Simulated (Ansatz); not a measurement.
# A hypothetical structure for KCr3, part 2 of 2

Starting from a made-up structure for KCr3, the aim is the relaxed cell, its shortest contacts and, where a second run follows, its electronic structure.

Ansatz 0.2.0; DFT, PBE, plane-wave PAW, files of the set soft_1, scalar-relativistic, ferromagnetic start, cell and ions relaxed at zero pressure; PAW set soft_1 (the session's first sound run).

So far: The starting structure; Relaxing cell and atoms. The relaxed cell has a = 4.668 Å (conventional setting).

In doubt: warnings of the run leave room for a lower electronic state, so energies may not be the lowest and differences between runs may mislead.

### 3. Bands of the relaxed cell

With the geometry fixed, one more self-consistent run, with a narrower smearing and the mesh shown in its input, gives the bands, and its pressure, and its forces where symmetry allows any, show how far the geometry depends on these settings.

This step: DFT, PBE, plane-wave PAW, files of the set soft_1, scalar-relativistic, ferromagnetic start, bands and density of states at the relaxed cell; PAW set soft_1 (Ansatz 0.2.0).

input.yaml reads:

```yaml
crystal:
  lattice:
    - [4.6676955285, 0.0, 0.0]
    - [0.0, 4.6676955285, 0.0]
    - [0.0, 0.0, 4.6676955285]
  atoms:
    - { symbol: Cr, position: [0.5, 0.5, 0.0], spin: 4.3 }
    - { symbol: Cr, position: [0.0, 0.5, 0.5], spin: 4.3 }
    - { symbol: Cr, position: [0.5, 0.0, 0.5], spin: 4.3 }
    - { symbol: K, position: [0.0, 0.0, 0.0] }
magnetization:
  spin_polarized: true
kpoints:
  mp_grid: { grid: [8, 8, 8] }
  band_path:
    path:
      - [[0.0, 0.0, 0.0], [0.0, 0.5, 0.0], [0.5, 0.5, 0.0], [0.0, 0.0, 0.0], [0.5, 0.5, 0.5], [0.0, 0.5, 0.0]]
      - [[0.5, 0.5, 0.0], [0.5, 0.5, 0.5]]
    npoints: 13
scf:
  occupations: { method: fermi_dirac, width: 0.03 }
  n_extra_bands: 15
hamiltonian:
  xc: pbe
  pseudopotentials: { kind: paw, azcp: { folder: soft_1 } }
output:
  forces: true
  stress: true
  write_bands: true
  dos: { projected: true }
  write_density: true
  write_potential: true
  elf: true
  volumetric_format: npy
```

Started as:

```sh
$ ansatz run input.yaml --threads 4 --pin off --max-ram 10240MiB --backend cpu --events-out ev --progress --plain --runs-dir out
```

Numbers of over 12 decimals in the logs are rounded to 6 here.

The program printed:

```text
[...]
Crystal: 4 atoms, lattice volume = 101.697 Å³
Basis set: ecut = 420 eV, 1935 PW (Γ), exchange–correlation on 64×64×64 points (8 copies of the dense FFT grid, shifted against one another)
Bands: 41, of which v1, the nominal top of the filled ones, is band 26 counted from 1 (25 counted from 0)
Symmetry: 48 space group operations
[...]
k-points: 35 of 512
[...]
Starting moments: Σ|m| = 12.9 μB on 3 of 4 sites
[...]
SCF iter   1: F=—  HF=-11664.510594 eV  |F-HF|=—  |Δ(HF+E_count)|=         —  Δρ=6.13e-2 (↑6.13e-2 ↓3.01e-2)  dr2=9.95e0  dr2_m=2.55e-1  M=13.009 μB ∫|m|=13.009 μB  β_m=0.30  ethr=3.10e-3  ⟨swp⟩=7.1  Hψ=11950  notcnv=0
[...]
SCF iter  10: F=-11664.084018 eV  HF=-11664.084018 eV  |F-HF|=1.08e-8  |Δ(HF+E_count)|=   8.50e-8  Δρ=3.25e-6 (↑3.25e-6 ↓1.58e-6)  dr2=2.68e-8  dr2_m=2.65e-9  M=14.401 μB ∫|m|=14.401 μB  ethr=1.96e-10  ⟨swp⟩=11.3  Hψ=16431  notcnv=0
SCF 1 converged in 10 iterations: F = -11664.084018 eV  dr2 = 2.68e-8
[...]
NSCF: frozen V_eff on 80 k-points
SCF converged after 10 iterations
Magnetization: 14.4012 μB (32.7006 up, 18.2994 down)
Absolute magnetization: 14.4012 μB (∫|ρ↑−ρ↓|, with the PAW one-centre terms)
[...]
Per-site moments (μB) at R_I (Å): [(4.336781, 1.361481), (4.336781, 1.361481), (4.336781, 1.361481), (0.133102, 1.361481)]
Free energy (F): -11664.084018 eV
[...]
Internal energy: -11664.074963 eV  (E = F + TS)
E sigma→0 (E₀):  -11664.079491 eV
Entropy (-TS):   -0.009055 eV (-2.264 meV/atom)
Fermi energy:    7.609157 eV
[...]
--- Stress (GPa, compression-positive) ---
        0.106063       0.000000       0.000000
        0.000000       0.106063       0.000000
        0.000000       0.000000       0.106063
  P = ⅓ Tr σ = 0.1061 GPa (1.061 kbar)
--- Band table (eV; the first three rows and the last of 70) ---
  k-point 0 ↑: bands = [... 22 lower, 5.6508, 6.7050, 6.7050, 6.7050, 7.1626, 7.1626, 7.4129, 7.6272, ... 11 higher]
  k-point 1 ↑: bands = [... 22 lower, 5.6874, 6.6745, 6.7109, 6.7109, 7.1214, 7.1629, 7.3697, 7.4398, ... 11 higher]
  k-point 2 ↑: bands = [... 22 lower, 5.7969, 6.5923, 6.7024, 6.7024, 7.0028, 7.0993, 7.0993, 7.1444, ... 11 higher]
  k-point 34 ↓: bands = [... 22 lower, 9.3540, 9.3540, 9.7712, 9.7712, 9.7712, 10.2340, 10.2340, 10.2340, ... 11 higher]
```

Wall time 5.9 s (4 threads of Intel Xeon Platinum 8488C (Sapphire Rapids), shared host); peak memory 0.68 GiB.

Reading the cycles: dr2 is the Hartree energy of the density residual (eV), the measure of convergence; HF is the Harris–Foulkes estimate of the energy, which meets the free energy F at convergence.

This step gave:

* free energy: -11664.0840 eV
* energy at zero smearing: -11664.0795 eV
* smearing term TS: 0.009055 eV
* Fermi energy: 7.609 eV
* magnetization: 14.40 μB
* absolute magnetization: 14.40 μB
* site moments: 4.337, 4.337, 4.337, 0.1331 μB
* pressure: 0.1061 GPa

bands.tsv at the labelled points (eV, zero at the Fermi level; the bands that come nearest the Fermi level along the path):

```
point  band_28_up  band_29_up  band_30_up  band_31_up  band_32_up  band_17_dn  band_18_dn  band_19_dn
    Γ       -0.20        0.02        0.02        0.02        1.43        0.11        0.11        0.36
    X       -0.73       -0.72       -0.72       -0.40        0.02       -1.88        0.92        0.97
    M       -0.84       -0.84       -0.68       -0.53       -0.16       -0.59       -0.59        0.12
    Γ       -0.20        0.02        0.02        0.02        1.43        0.11        0.11        0.36
    R       -0.75       -0.13       -0.13       -0.13        0.42       -0.58       -0.58        0.37
    X       -0.73       -0.72       -0.72       -0.40        0.02       -1.88        0.92        0.97
    M       -0.84       -0.84       -0.68       -0.53       -0.16       -0.59       -0.59        0.12
    R       -0.75       -0.13       -0.13       -0.13        0.42       -0.58       -0.58        0.37
```

Spin density in the ac plane at fractional y = 0.000, with atoms of Cr and K within 0.2 Å of it.

Ten even steps from '0' (0.0 e/Å³) to '9' (5.1 e/Å³), each cell a mean:
```
00000000000000
00000000000000
00000000000000
00000000000000
00000011000000
00000134200000
00000279410000
00000157310000
00000012100000
00000000000000
00000000000000
00000000000000
00000000000000
00000000000000
```
Columns run along a (4.7 Å), rows up along c (4.7 Å). Atoms in or near the plane, at fractional coordinates: Cr at (0.50, 0.50), K at (0.00, 0.00).

Electrostatic potential energy in the ac plane at fractional y = 0.000, with atoms of Cr and K within 0.2 Å of it. With pseudopotentials it is smooth inside the atoms' cores, unlike the true potential.

Ten even steps from '0' (-37 eV) to '9' (11 eV), each cell a mean:
```
00489999999720
23789999999852
67899999999987
99999888899999
99998643579999
99997323258999
99996235338999
99996333248999
99998532368999
99999866789999
88999999999988
45799999999874
01589999999730
00489999999620
```
Columns run along a (4.7 Å; values clipped at the 3rd and 97th percentile), rows up along c (4.7 Å). Atoms in or near the plane, at fractional coordinates: Cr at (0.50, 0.50), K at (0.00, 0.00).

ELF in the ac plane at fractional y = 0.000, with atoms of Cr and K within 0.2 Å of it. It is the smooth field of the valence electrons, not physical close to the nuclei.

Ten even steps from '0' (0.07) to '9' (0.89), each cell a mean:
```
89940022100698
99710122200489
76200122210046
10001111111000
00011244321100
11212477631221
22212589741222
12212588741222
00111355421110
00011122211000
43001111110014
98500122200279
89830022100699
68940012101798
```
Columns run along a (4.7 Å), rows up along c (4.7 Å). Atoms in or near the plane, at fractional coordinates: Cr at (0.50, 0.50), K at (0.00, 0.00).

### 4. Outcome

| Property | Result |
| --- | --- |
| space group, relaxed | Pm-3m |
| conventional cell | a = 4.668, b = 4.668, c = 4.668 Å; α = 90.0°, β = 90.0°, γ = 90.0° |
| volume per atom | 25.42 Å³ (guess 23.75) |
| total moment | 14.36 μB in the cell of 4 atoms |

In words: KCr3 relaxes to Pm-3m with a = 4.668, b = 4.668 and c = 4.668 Å. The guessed volume was 7 % too small. The space group Pm-3m was held in the relaxation, so the end point is a stationary structure within it and may be a saddle against distortions or other arrangements. The input starts from parallel moments, and no other start was typed. The electronic state may lie above the lowest one. Bands cross the Fermi level, so it is a metal or semimetal at this level. On the 8×8×8 mesh with the narrower smearing (relaxed on 6×6×6) the forces vanish, as symmetry may demand, and the largest stress component is 0.106 GPa, against the relaxation's thresholds of 0.015 eV/Å and 0.05 GPa. The cutoff wasn't tested. No dispersion term is used, so weakly bound directions may come out too long. The program estimates, without running it, that another magnetic order lies lower than the one relaxed here. Nothing here tests whether the compound is stable against decomposition.

[Logs are printed without paths, hosts, clocks, repeated set-up lines and the standing remarks that a program may print on its own settings, such as how far it seeks lower states.]

[Hosts, paths, dates, database ids (printed as entryN), source tags and the programs' standing remarks are cut or masked in the printed files.]
